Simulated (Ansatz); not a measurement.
# Ta2NO2 monolayer: phonons and vibrational spectra

Aim: the vibrations of Ta2NO2 monolayer, their spectra, and whether the structure is stable.

Main program and level: Ansatz 0.2.0; DFT PBEsol, scalar-relativistic, plane waves, PAW.

## 1. Starting point

The cell holds 5 atoms: 1 N, 2 Ta and 2 O. Its edges and angles: a = 3.100 Å, b = 3.100 Å, c = 20.000 Å, α = 90.0°, β = 90.0°, γ = 120.0°. Vacuum lies along c.

## 2. Rough relaxation

A rough relaxation comes first, because large forces or stress need no tight tolerances yet.

The program solves this slab on a cell height of its own, 32.6 Å, in place of the one typed.

The input, input.yaml:

```yaml
crystal:
  lattice:
    - [3.1, 0.0, 0.0]
    - [-1.55, 2.68468, 0.0]
    - [0.0, 0.0, 20.0]
  atoms:
    - { symbol: "N", position: [0.0, 0.0, 0.5] }
    - { symbol: Ta, position: [0.333333, 0.666667, 0.56] }
    - { symbol: Ta, position: [0.666667, 0.333333, 0.44] }
    - { symbol: O, position: [0.666667, 0.333333, 0.61] }
    - { symbol: O, position: [0.333333, 0.666667, 0.39] }
  periodic: [true, true, false]
kpoints:
  mp_grid: { grid: [9, 9, 1] }
hamiltonian:
  xc: pbesol
scf:
  occupations: { method: gaussian, width: 0.1 }
output:
  forces: true
  stress: true
  eigenvalues: true
relax:
  adjacent_minimum: "off"
  f_tol: 0.05
  max_steps: 80
  cell: { stress_2d_tol: 0.02 }
```

Started as:

```console
ansatz run input.yaml --threads 8 --pin off --max-ram 14336MiB --backend cpu --events-out ev --progress --plain --runs-dir out
```

Numbers of over 12 decimals in the logs are rounded to 6 here.

What it wrote:

```text
[...]
cell:  # Å, volume = 271.5818 Å³
    - [3.101532, 0.0, 0]
    - [-1.550766, 2.686005, 0]
    - [0, 0, 32.6]
  atoms:
    - { symbol: N, position: [0, 0, 0.306748] }
    - { symbol: Ta, position: [0.333333, 0.666667, 0.343085] }
    - { symbol: Ta, position: [0.666667, 0.333333, 0.270412] }
    - { symbol: O, position: [0.666667, 0.333333, 0.376171] }
    - { symbol: O, position: [0.333333, 0.666667, 0.237326] }
[key lines of the parts left out:]
SCF converged after 5 iterations
Free energy (F): -21117.699423 eV
Fermi energy:    -5.224860 eV
P = ½ c Tr σ = 0.0093 N/m
```

It took 7.8 s on 8 threads of Arm Neoverse V1, shared host; peak memory 0.79 GiB.

This run has no spin polarisation although its electron count is odd.

The steps of the relaxation:

```
step  energy less that of the first step (eV)  largest force component (eV/Å)  volume (Å³)
   1                                   0.0000                          1.5777       271.31
   2                                  -0.1095                          0.1447       270.01
   3                                  -0.1091                          0.1234       272.44
   4                                  -0.1111                          0.0250       271.57
   5                                  -0.1111                          0.0004       271.58
  6*                                  -0.1113                          0.0004       271.58
```

Relaxation steps marked * repeat the geometry before them on a plane-wave basis chosen anew for their cell, so energy and pressure can jump there.

Forces are held to the 12 operations that the run works with; a distortion that breaks them can't arise in this run.

```csv
cell as run,before,after,change
a (Å),3.100,3.102,+0.0 %
b (Å),3.100,3.102,+0.0 %
```

The atoms that moved most (Å, along periodic axes as changes of fractional coordinates times the final cell, across vacuum about the mean position):

| atom | dx | dy | dz | length |
| --- | --- | --- | --- | --- |
| O4 | 0.000 | 0.000 | 0.063 | 0.063 |
| O5 | 0.000 | 0.000 | -0.063 | 0.063 |
| Ta3 | 0.000 | 0.000 | 0.015 | 0.015 |
| Ta2 | 0.000 | 0.000 | -0.015 | 0.015 |

The relaxed structure:

```cif
data_structure
_symmetry_space_group_name_H-M 'P 1'
_symmetry_Int_Tables_number 1
_cell_length_a 3.1015
_cell_length_b 3.1015
_cell_length_c 32.6000
_cell_angle_alpha 90.000
_cell_angle_beta 90.000
_cell_angle_gamma 120.000
_cell_volume 271.58
loop_
_atom_site_label
_atom_site_type_symbol
_atom_site_fract_x
_atom_site_fract_y
_atom_site_fract_z
_atom_site_occupancy
N1 N 0.00000 0.00000 0.30675 1
Ta2 Ta 0.33333 0.66667 0.34308 1
Ta3 Ta 0.66667 0.33333 0.27041 1
O4 O 0.66667 0.33333 0.37617 1
O5 O 0.33333 0.66667 0.23733 1
```

This step gave:

| Quantity | Value |
| --- | --- |
| gap on the k-mesh | 0 eV |
| area per atom | 1.666 Å² |

The relaxation ends with a largest force component of 4.4e-4 eV/Å.

## 3. Relaxation

The cell and atoms are relaxed, since residual forces and stress would shift the frequencies.

The input, input.yaml:

```yaml
crystal:
  lattice:
    - [3.1015315813, 0.0, 0.0]
    - [-1.5507657906, 2.68600514, 0.0]
    - [0.0, 0.0, 32.6]
  atoms:
    - { symbol: "N", position: [0.0, 0.0, 0.3067484663] }
    - { symbol: Ta, position: [0.3333333333, 0.6666666667, 0.3430848108] }
    - { symbol: Ta, position: [0.6666666667, 0.3333333333, 0.2704121217] }
    - { symbol: O, position: [0.6666666667, 0.3333333333, 0.3761714241] }
    - { symbol: O, position: [0.3333333333, 0.6666666667, 0.2373255084] }
  periodic: [true, true, false]
kpoints:
  mp_grid: { grid: [15, 15, 1] }
hamiltonian:
  xc: pbesol
scf:
  occupations: { method: gaussian, width: 0.1 }
output:
  forces: true
  stress: true
  eigenvalues: true
  write_density: true
  write_potential: true
  elf: true
  volumetric_format: npy
relax:
  adjacent_minimum: "off"
  f_tol: 0.005
  max_steps: 80
  cell: { stress_2d_tol: 0.02 }
```

What it wrote:

```text
[...]
Crystal: 5 atoms, lattice volume = 271.582 Å³
Basis set: ecut = 420 eV, 5281 PW (Γ), exchange–correlation on 48×48×450 points (8 copies of the dense FFT grid, shifted against one another)
Bands: 27, of which v1, the nominal top of the filled ones, is band 22 counted from 1 (21 counted from 0)
Symmetry: 12 space group operations
[...]
k-points: 27 of 225
[...]
SCF iter   1: F=—  HF=-21117.738902 eV  |F-HF|=—  |Δ(HF+E_count)|=         —  Δρ=7.74e-3  dr2=2.00e-1  ethr=1.77e-3  ⟨swp⟩=13.8  Hψ=6043  notcnv=0
[...]
SCF iter   9: F=-21117.704599 eV  HF=-21117.704599 eV  |F-HF|=4.80e-10  |Δ(HF+E_count)|=   9.20e-9  Δρ=4.03e-7  dr2=2.99e-10  ethr=1.12e-11  ⟨swp⟩=12.5  Hψ=7213  notcnv=0
SCF 1 converged in 9 iterations: F = -21117.704599 eV  dr2 = 2.99e-10
[...]
relax step   1: F+E_penalty+E_count = -21117.70459948 eV  Δ(F+E_penalty+E_count) = +0.000e0 eV  max|allowed force component| = 2.050e-2 eV/Å  Δτ_max = 0.0000 Å  P = +0.040 N/m  Ω = 271.582 Å³  fix = [c, alpha, beta]  reactions: c +0.000 N/m  (9 SCF iters, dr2 threshold 1.00e-7 eV, accepted)
Crystal: 5 atoms, lattice volume = 271.872 Å³
Basis set: ecut = 420 eV, 5305 PW (Γ), exchange–correlation on 48×48×450 points (8 copies of the dense FFT grid, shifted against one another)
[...]
SCF iter   6: F=-21117.704316 eV  HF=-21117.704316 eV  |F-HF|=3.02e-10  |Δ(HF+E_count)|=   3.68e-8  Δρ=2.07e-7  dr2=9.17e-11  ethr=3.96e-12  ⟨swp⟩=13.0  Hψ=7033  notcnv=0
SCF 2 converged in 6 iterations: F = -21117.704316 eV  dr2 = 9.17e-11
relax step   2: F+E_penalty+E_count = -21117.70431595 eV  Δ(F+E_penalty+E_count) = +2.835e-4 eV  max|allowed force component| = 2.690e-2 eV/Å  Δτ_max = 0.0038 Å  P = -0.027 N/m  Ω = 271.872 Å³  energy of the carried Pulay correction = -2.522e-4 eV  fix = [c, alpha, beta]  (6 SCF iters, dr2 threshold 2.63e-8 eV, rejected (line search))
Crystal: 5 atoms, lattice volume = 271.708 Å³
[...]
SCF iter   7: F=-21117.704521 eV  HF=-21117.704521 eV  |F-HF|=8.73e-11  |Δ(HF+E_count)|=  1.16e-10  Δρ=3.87e-8  dr2=3.46e-12  ethr=1.00e-12  ⟨swp⟩=15.0  Hψ=6932  notcnv=0
SCF 3 converged in 7 iterations: F = -21117.704521 eV  dr2 = 3.46e-12
relax step   3: F+E_penalty+E_count = -21117.70452092 eV  Δ(F+E_penalty+E_count) = +7.856e-5 eV  max|allowed force component| = 3.536e-4 eV/Å  Δτ_max = 0.0015 Å  P = +0.004 N/m  Ω = 271.708 Å³  energy of the carried Pulay correction = -1.102e-4 eV  fix = [c, alpha, beta]  reactions: c +0.000 N/m  (7 SCF iters, accepted)
[...]
SCF iter   6: F=-21117.704622 eV  HF=-21117.704622 eV  |F-HF|=1.60e-9  |Δ(HF+E_count)|=   3.09e-8  Δρ=1.76e-8  dr2=5.46e-13  ethr=1.00e-12  ⟨swp⟩=18.2  Hψ=6324  notcnv=0
SCF 4 converged in 6 iterations: F = -21117.704622 eV  dr2 = 5.46e-13
relax step   4: F+E_penalty+E_count = -21117.70462186 eV  Δ(F+E_penalty+E_count) = -1.009e-4 eV  max|allowed force component| = 3.667e-4 eV/Å  Δτ_max = 0.0000 Å  P = +0.006 N/m  Ω = 271.708 Å³  fix = [c, alpha, beta]  reactions: c +0.000 N/m  stress off target by 6.33e-3 N/m on what of the cell is left free  SCF on the basis re-selected at this cell (its energy is not comparable with the rows above)  (6 SCF iters)
[...]
WARN: The output density's exchange-correlation potential varies sharply where the density is thin. Do not read a vacuum level from v_tot or v_xc, or from such a field of the output density. On a cell that repeats whose density bears no net charge and no dipole along the vacuum's axis use v_es (v_loc + v_h of the components); under efield.dipole_correction with no amplitude use v_es + v_field, which holds any externa [...]
SCF converged after 6 iterations
Free energy (F): -21117.704622 eV
[...]
Internal energy: -21117.699547 eV  (E = F + TS)
E sigma→0 (E₀):  -21117.702084 eV
Entropy (-TS):   -0.005075 eV (-1.015 meV/atom)
Fermi energy:    -5.310413 eV
[...]
--- Forces (eV/Å), atoms counted from 1 ---
  atom   1  N      0.00000000    -0.00000000     0.00000000
  atom   2  Ta     0.00000000     0.00000000    -0.00020374
  atom   3  Ta    -0.00000000    -0.00000000     0.00020374
  atom   4  O      0.00000000     0.00000000     0.00036673
  atom   5  O     -0.00000000    -0.00000000    -0.00036673
  max |Σ_I F_I| component: 2.78e-17 eV/Å
--- 2D stress c σ (N/m, compression-positive) ---
        0.006327      -0.000000       0.000000
       -0.000000       0.006327       0.000000
        0.000000       0.000000       0.000000
  P = ½ c Tr σ = 0.0063 N/m
--- Band table (eV; the first three rows and the last of 27) ---
  k-point 0: bands = [... 18 lower, -9.1504, -9.1504, -6.5785, -6.5785, -5.6619, -3.8569, -3.8569, -3.2843, ... 1 higher]
  k-point 1: bands = [... 18 lower, -9.3140, -9.2056, -6.5430, -6.3722, -5.6600, -3.8002, -3.7797, -3.2477, ... 1 higher]
  k-point 2: bands = [... 18 lower, -9.6475, -9.0369, -6.7169, -5.9093, -5.4488, -3.6257, -3.5984, -3.1443, ... 1 higher]
  k-point 26: bands = [... 18 lower, -10.1936, -10.1936, -5.2149, -5.1948, -5.1948, -2.7168, -2.6069, -2.6069, ... 1 higher]
--- Relaxed structure (3 steps of the walk, 2 accepted, 1 SCFs on fresh bases) ---
[...]
cell:  # Å, volume = 271.7085 Å³
    - [3.102255, -2.8874130059724346e-11, 0.0]
    - [-1.551128, 2.686632, 0.0]
    - [0.0, 0.0, 32.6]
  atoms:
    - { symbol: N, position: [0, 0, 0.306748] }
    - { symbol: Ta, position: [0.333333, 0.666667, 0.343053] }
    - { symbol: Ta, position: [0.666667, 0.333333, 0.270444] }
    - { symbol: O, position: [0.666667, 0.333333, 0.376125] }
    - { symbol: O, position: [0.333333, 0.666667, 0.237372] }
```

It took 12 s on 8 threads; peak memory 0.91 GiB.

Little changed from the start: no atom moved by 0.005 Å and no cell edge by 0.1 %.

This step gave:

```
area per atom : 1.667 Å²
```

ELF in the ac plane at fractional y = 0.333, with atoms of Ta and O within 0.2 Å of it. It is the smooth field of the valence electrons, not physical close to the nuclei.

Ten even steps from '_' (0.00) to '@' (0.75), each cell a mean:
```
________________________________
________________________________
________________________________
________________________________
________________________________
________________________________
________________________________
________________________________
________________________________
________________________________
________________________________
________________________________
________________________________
________________....::::......__
==..____..--**%%@@@@@@%%@@@@@@##
::::------::--==************++--
==++++++++==--------====--------
::::--==--::--**%%%%**++##%%##==
==**####**++--::..............::
________________________________
________________________________
________________________________
________________________________
________________________________
```
Columns run along a (3.1 Å), rows up along c (32.6 Å). Atoms in or near the plane, at fractional coordinates: Ta at (0.67, 0.27), O at (0.67, 0.38).

Valence density in the ac plane at fractional y = 0.333, with atoms of Ta and O within 0.2 Å of it. It is the smooth field of the valence electrons, not physical close to the nuclei.

Values in e/Å³, 24 rows by 16 columns, each cell a mean:
```
0.0 0.0 0.0 0.0 0.0 0.0 0.0 0.0 0.0 0.0 0.0 0.0 0.0 0.0 0.0 0.0
0.0 0.0 0.0 0.0 0.0 0.0 0.0 0.0 0.0 0.0 0.0 0.0 0.0 0.0 0.0 0.0
0.0 0.0 0.0 0.0 0.0 0.0 0.0 0.0 0.0 0.0 0.0 0.0 0.0 0.0 0.0 0.0
0.0 0.0 0.0 0.0 0.0 0.0 0.0 0.0 0.0 0.0 0.0 0.0 0.0 0.0 0.0 0.0
0.0 0.0 0.0 0.0 0.0 0.0 0.0 0.0 0.0 0.0 0.0 0.0 0.0 0.0 0.0 0.0
0.0 0.0 0.0 0.0 0.0 0.0 0.0 0.0 0.0 0.0 0.0 0.0 0.0 0.0 0.0 0.0
0.0 0.0 0.0 0.0 0.0 0.0 0.0 0.0 0.0 0.0 0.0 0.0 0.0 0.0 0.0 0.0
0.0 0.0 0.0 0.0 0.0 0.0 0.0 0.0 0.0 0.0 0.0 0.0 0.0 0.0 0.0 0.0
0.0 0.0 0.0 0.0 0.0 0.0 0.0 0.0 0.0 0.0 0.0 0.0 0.0 0.0 0.0 0.0
0.0 0.0 0.0 0.0 0.0 0.0 0.0 0.0 0.0 0.0 0.0 0.0 0.0 0.0 0.0 0.0
0.0 0.0 0.0 0.0 0.0 0.0 0.0 0.0 0.0 0.0 0.0 0.0 0.0 0.0 0.0 0.0
0.0 0.0 0.0 0.0 0.0 0.0 0.0 0.0 0.0 0.0 0.0 0.0 0.0 0.0 0.0 0.0
0.0 0.0 0.0 0.0 0.0 0.0 0.0 0.0 0.0 0.0 0.0 0.0 0.0 0.0 0.0 0.0
0.0 0.0 0.0 0.0 0.0 0.0 0.0 0.0 0.0 0.0 0.0 0.0 0.0 0.0 0.0 0.0
0.2 0.1 0.1 0.1 0.1 0.1 0.3 0.5 1.2 2.3 3.2 3.3 2.6 1.5 0.7 0.3
0.4 0.6 0.7 0.7 0.6 0.5 0.5 0.6 0.9 1.4 1.8 1.9 1.5 1.0 0.6 0.5
0.5 0.5 0.6 0.6 0.6 0.5 0.4 0.4 0.5 0.6 0.7 0.7 0.7 0.5 0.4 0.4
0.5 0.3 0.3 0.3 0.3 0.4 0.7 1.6 3.0 3.8 3.8 3.8 3.9 3.3 2.1 0.9
0.2 0.3 0.3 0.3 0.3 0.2 0.2 0.2 0.2 0.2 0.3 0.3 0.2 0.2 0.2 0.2
0.0 0.0 0.0 0.0 0.0 0.0 0.0 0.0 0.0 0.0 0.0 0.0 0.0 0.0 0.0 0.0
0.0 0.0 0.0 0.0 0.0 0.0 0.0 0.0 0.0 0.0 0.0 0.0 0.0 0.0 0.0 0.0
0.0 0.0 0.0 0.0 0.0 0.0 0.0 0.0 0.0 0.0 0.0 0.0 0.0 0.0 0.0 0.0
0.0 0.0 0.0 0.0 0.0 0.0 0.0 0.0 0.0 0.0 0.0 0.0 0.0 0.0 0.0 0.0
0.0 0.0 0.0 0.0 0.0 0.0 0.0 0.0 0.0 0.0 0.0 0.0 0.0 0.0 0.0 0.0
```
Columns run along a (3.1 Å), rows up along c (32.6 Å). Atoms in or near the plane, at fractional coordinates: Ta at (0.67, 0.27), O at (0.67, 0.38).

Electrostatic potential energy in the ac plane at fractional y = 0.333, with atoms of Ta and O within 0.2 Å of it. With pseudopotentials it is smooth inside the atoms' cores, unlike the true potential.

Values in eV, 24 rows by 16 columns, each cell a mean:
```
  0   0   0   0   0   0   0   0   0   0   0   0   0   0   0   0
  0   0   0   0   0   0   0   0   0   0   0   0   0   0   0   0
  0   0   0   0   0   0   0   0   0   0   0   0   0   0   0   0
  0   0   0   0   0   0   0   0   0   0   0   0   0   0   0   0
  0   0   0   0   0   0   0   0   0   0   0   0   0   0   0   0
  0   0   0   0   0   0   0   0   0   0   0   0   0   0   0   0
  0   0   0   0   0   0   0   0   0   0   0   0   0   0   0   0
  0   0   0   0   0   0   0   0   0   0   0   0   0   0   0   0
  0   0   0   0   0   0   0   0   0   0   0   0   0   0   0   0
  0   0   0   0   0   0   0   0   0   0   0   0   0   0   0   0
  0   0   0   0   0   0   0   0   0   0   0   0   0   0   0   0
  0   0   0   0   0   0   0   0   0   0   0   0   0   0   0   0
  0   0   0   0   0   0   0   0   0   0   0   0   0   0   0   0
  0   0   0   0   0   0   0   0   0   0   0   0   0   0   0   0
 -3  -3  -3  -3  -3  -3  -3  -6 -15 -19 -21 -21 -20 -17  -9  -3
-16 -20 -22 -23 -21 -18 -14 -12 -15 -17 -17 -18 -17 -15 -12 -12
-11 -11 -12 -12 -12 -11 -11 -12 -14 -15 -16 -16 -16 -14 -13 -11
-17 -11  -8  -8 -10 -14 -23 -32 -34 -34 -34 -34 -34 -34 -33 -27
 -4  -3  -3  -3  -3  -4  -4  -6  -8 -10 -11 -11 -10  -8  -6  -5
  0   0   0   0   0   0   0   0   0   0   0   0   0   0   0   0
  0   0   0   0   0   0   0   0   0   0   0   0   0   0   0   0
  0   0   0   0   0   0   0   0   0   0   0   0   0   0   0   0
  0   0   0   0   0   0   0   0   0   0   0   0   0   0   0   0
  0   0   0   0   0   0   0   0   0   0   0   0   0   0   0   0
```
Columns run along a (3.1 Å; values clipped at the 3rd and 97th percentile), rows up along c (32.6 Å). Atoms in or near the plane, at fractional coordinates: Ta at (0.67, 0.27), O at (0.67, 0.38).

(Continued in part 2 of 3.)

[Logs are printed without paths, hosts, clocks, repeated set-up lines and the standing remarks that a program may print on its own settings, such as how far it seeks lower states.]

[Hosts, paths, dates, database ids (printed as entryN), source tags and the programs' standing remarks are cut or masked in the printed files.]
